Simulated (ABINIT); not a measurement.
**Quasiparticle gap of BaH2 (P6_3/mmc) in ABINIT**

Wanted: ground state, empty states, screening and self-energy for BaH2 (P6_3/mmc).

Method: PBEsol and many-body steps on it, plane waves, in ABINIT 10.8.3.

Report form: inputs, costs, results and the conclusion, without the logs.

### Step 1. The structure

Symmetry: P6_3/mmc, No. 194, hexagonal system. The conventional cell has a = 4.462 Å, b = 4.462 Å, c = 6.055 Å, α = 90.00°, β = 90.00°, γ = 120.00°. Nearest to Ba lie 11 H at 2.58 to 3.03 Å. Nearest to H lie 5 Ba at 2.58 to 3.03 Å and 6 H at 2.99 Å. H has 6 Ba at 2.99 Å and 8 H at 2.99 to 3.03 Å nearest. Farther neighbours, and contacts between anions beyond the nearest, are not listed.

The cell and positions are those that the Materials Project relaxed with its own functionals (PBE, PBE+U or r2SCAN), kept fixed.

### Step 2. Ground state

This step: ABINIT 10.8.3; DFT, PBEsol with spin-orbit coupling, plane waves, norm-conserving pseudopotentials.

The ground-state density comes first.

The input, run.abi:

```
acell 3*1.0 Angstrom
rprim 
  4.462025052349 0.000000000014 0.000000000000
  -2.231012526186 3.864227047650 0.000000000000
  0.000000000000 0.000000000000 6.055292590000
ntypat 2
znucl 56 1
natom 6
typat 1 1 2 2 2 2
xred 
  0.666666666667 0.333333333333 0.750000000000
  0.333333333333 0.666666666667 0.250000000000
  0.333333333333 0.666666666667 0.750000000000
  0.666666666667 0.333333333333 0.250000000000
  -0.000000000000 -0.000000000000 0.500000000000
  -0.000000000000 -0.000000000000 0.000000000000
pp_dirpath "pseudos"
pseudos "Ba.upf, H.upf"
ecut 32
nspinor 2
ngkpt 3 3 4
nshiftk 1
shiftk 0 0 0
kptopt 1
chksymbreak 0
nband 38
occopt 1
tolvrs 1e-10
nstep 60
prtwf 0
optforces 0
optstress 0
indata_prefix "in"
outdata_prefix "out"
tmpdata_prefix "tmp"
```

Run with:

```console
$ OMP_NUM_THREADS=1 mpirun -n 8 abinit run.abi > log
```

Run time: 73 s. Hardware: 8 MPI ranks of Intel Xeon Platinum 8259CL at 2.50GHz (Skylake/Cascade Lake), shared host; peak memory 0.82 GiB; 9.7 min of CPU time.

Numbers from this step:

- total energy: -1595.2711 eV
- gap: 1.450 eV
- k of the valence top: 0, 0, 0
- k of the conduction bottom: 0.3333, 0.3333, 0.5
- least direct gap: 2.502 eV

The gap is indirect, with the least direct gap 1.05 eV higher.

### Step 3. Bands along the symmetry lines

Levels along a band path, at the cheap level, show where the edges lie and whether the meshes to come will hold them.

The input, run.abi:

```
acell 3*1.0 Angstrom
rprim 
  4.462025052349 0.000000000014 0.000000000000
  -2.231012526186 3.864227047650 0.000000000000
  0.000000000000 0.000000000000 6.055292590000
ntypat 2
znucl 56 1
natom 6
typat 1 1 2 2 2 2
xred 
  0.666666666667 0.333333333333 0.750000000000
  0.333333333333 0.666666666667 0.250000000000
  0.333333333333 0.666666666667 0.750000000000
  0.666666666667 0.333333333333 0.250000000000
  -0.000000000000 -0.000000000000 0.500000000000
  -0.000000000000 -0.000000000000 0.000000000000
pp_dirpath "pseudos"
pseudos "Ba.upf, H.upf"
ecut 32
nspinor 2
iscf -2
irdden 1
kptopt 0
nkpt 39
kpt 
  0.00000000 0.00000000 0.00000000
  0.12500000 0.00000000 0.00000000
  0.25000000 0.00000000 0.00000000
  0.37500000 0.00000000 0.00000000
  0.50000000 0.00000000 0.00000000
  0.45833333 0.08333333 0.00000000
  0.41666666 0.16666666 0.00000000
  0.37500000 0.25000000 0.00000000
  0.33333333 0.33333333 0.00000000
  0.25000000 0.25000000 0.00000000
  0.16666666 0.16666666 0.00000000
  0.08333333 0.08333333 0.00000000
  0.00000000 0.00000000 0.00000000
  0.00000000 0.00000000 0.12500000
  0.00000000 0.00000000 0.25000000
  0.00000000 0.00000000 0.37500000
  0.00000000 0.00000000 0.50000000
  0.12500000 0.00000000 0.50000000
  0.25000000 0.00000000 0.50000000
  0.37500000 0.00000000 0.50000000
  0.50000000 0.00000000 0.50000000
  0.45833333 0.08333333 0.50000000
  0.41666666 0.16666666 0.50000000
  0.37500000 0.25000000 0.50000000
  0.33333333 0.33333333 0.50000000
  0.25000000 0.25000000 0.50000000
  0.16666666 0.16666666 0.50000000
  0.08333333 0.08333333 0.50000000
  0.00000000 0.00000000 0.50000000
  0.50000000 0.00000000 0.50000000
  0.50000000 0.00000000 0.37500000
  0.50000000 0.00000000 0.25000000
  0.50000000 0.00000000 0.12500000
  0.50000000 -0.00000000 0.00000000
  0.33333333 0.33333333 0.50000000
  0.33333333 0.33333333 0.37500000
  0.33333333 0.33333333 0.25000000
  0.33333333 0.33333333 0.12500000
  0.33333333 0.33333333 0.00000000
istwfk *1
nband 40
nbdbuf 6
tolwfr 1e-08
nstep 40
prtwf 0
prtvol 0
indata_prefix "in"
outdata_prefix "out"
tmpdata_prefix "tmp"
```

It took 2 min on 8 MPI ranks; peak memory 0.94 GiB; 16 min of CPU time.

This step gave:

```yaml
gap: 1.450 eV
k_of_the_valence_top: 0, 0, 0
k_of_the_conduction_bottom: 0.3333, 0.3333, 0.5
least_direct_gap: 2.502 eV
```

The gap is 1.450 eV, as in the run before at this level.

The electronic bands at the labelled points (eV, zero at the top of the highest filled band):

```
    point  band 21  band 22  band 23  band 24  band 25  band 26  band 27  band 28
        Γ    -0.51    -0.51     0.00     0.00     2.67     2.67     2.75     2.75
  halfway    -1.31    -1.31    -1.06    -1.06     2.94     2.94     3.10     3.10
        M    -1.69    -1.69    -1.56    -1.56     2.50     2.50     3.68     3.68
  halfway    -1.78    -1.78    -1.67    -1.67     2.68     2.68     3.52     3.52
        K    -1.91    -1.91    -1.77    -1.77     3.07     3.07     3.11     3.11
  halfway    -1.52    -1.52    -1.21    -1.21     2.87     2.87     3.07     3.07
        Γ    -0.51    -0.51     0.00     0.00     2.67     2.67     2.75     2.75
  halfway    -0.65    -0.65    -0.05    -0.05     2.45     2.45     2.50     2.50
        A    -0.46    -0.46    -0.46    -0.46     2.54     2.54     2.54     2.54
  halfway    -1.33    -1.33    -1.33    -1.33     2.88     2.88     2.88     2.88
        L    -1.37    -1.37    -1.37    -1.37     2.28     2.28     2.28     2.28
  halfway    -1.47    -1.47    -1.42    -1.42     1.82     1.82     1.85     1.85
        H    -1.63    -1.63    -1.46    -1.46     1.45     1.45     1.47     1.47
  halfway    -1.48    -1.48    -1.47    -1.47     2.53     2.53     2.58     2.58
        A    -0.46    -0.46    -0.46    -0.46     2.54     2.54     2.54     2.54
jump to L    -1.37    -1.37    -1.37    -1.37     2.28     2.28     2.28     2.28
  halfway    -1.58    -1.58    -1.44    -1.44     2.84     2.84     2.92     2.92
        M    -1.69    -1.69    -1.56    -1.56     2.50     2.50     3.68     3.68
jump to H    -1.63    -1.63    -1.46    -1.46     1.45     1.45     1.47     1.47
  halfway    -1.74    -1.74    -1.71    -1.71     2.16     2.16     2.18     2.18
        K    -1.91    -1.91    -1.77    -1.77     3.07     3.07     3.11     3.11
```

### Step 4. Empty states on the mesh, 3×3×2 mesh, 232 bands

The sums over transitions need many empty states on a uniform mesh; this step solves for them.

The input, run.abi:

```
acell 3*1.0 Angstrom
rprim 
  4.462025052349 0.000000000014 0.000000000000
  -2.231012526186 3.864227047650 0.000000000000
  0.000000000000 0.000000000000 6.055292590000
ntypat 2
znucl 56 1
natom 6
typat 1 1 2 2 2 2
xred 
  0.666666666667 0.333333333333 0.750000000000
  0.333333333333 0.666666666667 0.250000000000
  0.333333333333 0.666666666667 0.750000000000
  0.666666666667 0.333333333333 0.250000000000
  -0.000000000000 -0.000000000000 0.500000000000
  -0.000000000000 -0.000000000000 0.000000000000
pp_dirpath "pseudos"
pseudos "Ba.upf, H.upf"
ecut 32
nspinor 2
ngkpt 3 3 2
nshiftk 1
shiftk 0 0 0
kptopt 1
chksymbreak 0
iscf -2
irdden 1
istwfk *1
nband 232
nbdbuf 20
tolwfr 1e-09
nstep 60
prtvol 0
indata_prefix "in"
outdata_prefix "out"
tmpdata_prefix "tmp"
```

Run time: 3.7 min. Hardware: 8 MPI ranks; peak memory 0.91 GiB.

This step gave:

```
gap                                                           : 1.450 eV
k of the valence top                                          : 0, 0, 0
k of the conduction bottom                                    : 0.3333, 0.3333, 0.5
least direct gap                                              : 2.675 eV
k points computed                                             : 6
lowest point of the top converged band, above the valence top : 45.04 eV
```

On this mesh the gap is 1.450 eV.

### Step 5. Screening, 3×3×2 mesh, 212 bands, screening to 119.7 eV

The RPA dielectric matrix is built and inverted for each q.

This step: RPA screening on PBEsol with spin-orbit coupling, plane waves, norm-conserving pseudopotentials.

Edit run.abi of step 4 so:

```diff
@@ -25,10 +25,11 @@
 chksymbreak 0
-iscf -2
-irdden 1
 istwfk *1
-nband 232
-nbdbuf 20
-tolwfr 1e-09
-nstep 60
-prtvol 0
+occopt 1
+irdwfk 1
+optdriver 3
+nband 212
+ecuteps 4.4
+inclvkb 0
+awtr 1
+symchi 1
 indata_prefix "in"
```

The job ended after 88 s (8 MPI ranks; peak memory 2.8 GiB).

This step gave:

| Item | Value |
| --- | --- |
| ε∞ with local fields, on this mesh | 5.785 |
| ε∞ without local fields, on this mesh | 6.418 |
| plasma frequency | 17.80 eV |
| plane waves in the screening matrix | 299 |

Local fields lower ε∞ by 10 %. On a Γ-centred mesh this coarse the value itself is usually too large, while a short band sum pulls it down.

### Step 6. Self-energy, 3×3×2 mesh, 212 bands, screening to 119.7 eV

The self-energy is evaluated for the states that the input lists, and the quasiparticle equation is solved.

This step: G0W0 on PBEsol with spin-orbit coupling, plane waves, norm-conserving pseudopotentials.

Edit run.abi of step 5 so:

```diff
@@ -28,8 +28,17 @@
 irdwfk 1
-optdriver 3
+optdriver 4
 nband 212
+gwcalctyp 0
+ecutsigx 32
+symsigma 0
+nkptgw 2
+kptgw 
+  0.0000000000 0.0000000000 0.0000000000
+  0.3333333333 0.3333333333 0.5000000000
+bdgw 
+  21 28
+  21 28
 ecuteps 4.4
-inclvkb 0
-awtr 1
-symchi 1
+irdscr 1
+ppmodel 1
 indata_prefix "in"
```

Wall time 1.7 min (8 MPI ranks); peak memory 2.4 GiB.

Numbers from this step:

```yaml
g0w0_gap_on_the_mesh: 2.946 eV
starting_gap_on_the_mesh: 1.450 eV
k_of_the_valence_top: 0, 0, 0
k_of_the_conduction_bottom: 0.3333, 0.3333, 0.5
z_at_the_valence_top: 0.773
z_at_the_conduction_bottom: 0.812
least_direct_g0w0_gap_on_the_computed_points: 4.248 eV
```

The gap on the mesh goes from 1.45 eV to 2.95 eV, a correction of +1.50 eV.

Limits: finite bands, cutoff and mesh; screening head approximate; coarse k mesh. v1 is the top filled band, c1 the lowest empty one. Levels before and after the correction, in eV, zero at the valence-band top of each column:

```
           conduction bottom  valence top
Kohn-Sham               1.45         0.00
     G0W0               2.95         0.00
```

```csv
,level,energy (eV)
Kohn-Sham,Γ v3,-0.507
Kohn-Sham,Γ v2-v1,0.000
Kohn-Sham,Γ c1-c2,2.675
Kohn-Sham,Γ c3,2.749
Kohn-Sham,(0.333 0.333 0.5) v3,-1.625
Kohn-Sham,(0.333 0.333 0.5) v2-v1,-1.462
Kohn-Sham,(0.333 0.333 0.5) c1-c2,1.450
Kohn-Sham,(0.333 0.333 0.5) c3,1.470
G0W0,Γ v3,-0.523
G0W0,Γ v2-v1,0.000
G0W0,Γ c1-c2,4.248
G0W0,Γ c3,4.303
G0W0,(0.333 0.333 0.5) v3,-1.710
G0W0,(0.333 0.333 0.5) v2-v1,-1.530
G0W0,(0.333 0.333 0.5) c1-c2,2.946
G0W0,(0.333 0.333 0.5) c3,2.961
```

### Step 7. Where the time went

Times are wall times on 8 MPI ranks of Intel Xeon Platinum 8259CL at 2.50GHz (Skylake/Cascade Lake), shared host, good to a factor of about two.

```
                          step     time  share  memory (GiB)
                  ground state     73 s   12 %          0.82
bands along the symmetry lines    2 min   20 %          0.94
      empty states on the mesh  3.7 min   36 %          0.91
                     screening     88 s   15 %           2.8
                   self-energy  1.7 min   17 %           2.4
```

### Step 8. Results

```yaml
pbesol_gap: 1.45 eV, indirect
g0w0_gap_on_the_mesh: 2.95 eV
gw_settings: 3×3×2 mesh, 212 bands, screening to 119.7 eV, Godby-Needs plasmon pole
known_limits: short of the basis limit; screening head approximate; coarse k mesh
```

G0W0 moves the gap on the mesh from 1.45 eV to 2.95 eV (+1.50 eV), with Z of 0.77 and 0.81 at the edges. Local fields lower the RPA ε∞ on this mesh from 6.42 to 5.79; a Γ-centred mesh this coarse tends to raise both, most where the direct gap is narrow, while a short band sum lowers them. The dearest step here is «empty states on the mesh». Bands and cutoff are finite, so the gap stands short of the basis limit, usually by up to a few tenths of an eV; the mesh is an error of its own. The 3×3×2 mesh is coarse for this cell, which bears on the long-range parts of exchange and screening. The long-wavelength limit of the screening leaves out the non-local commutator, which shifts ε∞.

[Long decimals in the printed logs are rounded to 6 places.]

[Logs are printed without paths, hosts, clocks, repeated set-up lines and the standing remarks that a program may print on its own settings, such as how far it seeks lower states.]

[Paths, hosts, dates, memory and timing lines, banners, echoed tables and standing remarks are left out of the program output; an Ansatz launch command may be rebuilt from the run's recorded settings. Measured values are a selection of at most five: reports struck by readers or far from the other reports are left out. None is set beside runs whose start may be inverted or whose files or cutoffs have a known fault.]

[Runs of the session that timed out or met a known fault of the program may be left out.]

[Hosts, paths, dates, database ids (printed as entryN), source tags and the programs' standing remarks are cut or masked in the printed files.]

[G0W0 gaps are taken among the corrected bands and points alone; a level outside them can change the order at an edge.]

[Where Ansatz stands beside ABINIT at settings called matched, ABINIT's density can come from a denser mesh and the files from another edition; pairs whose starting gaps differed by over 0.03 eV were left out, so agreement reads better than it is.]
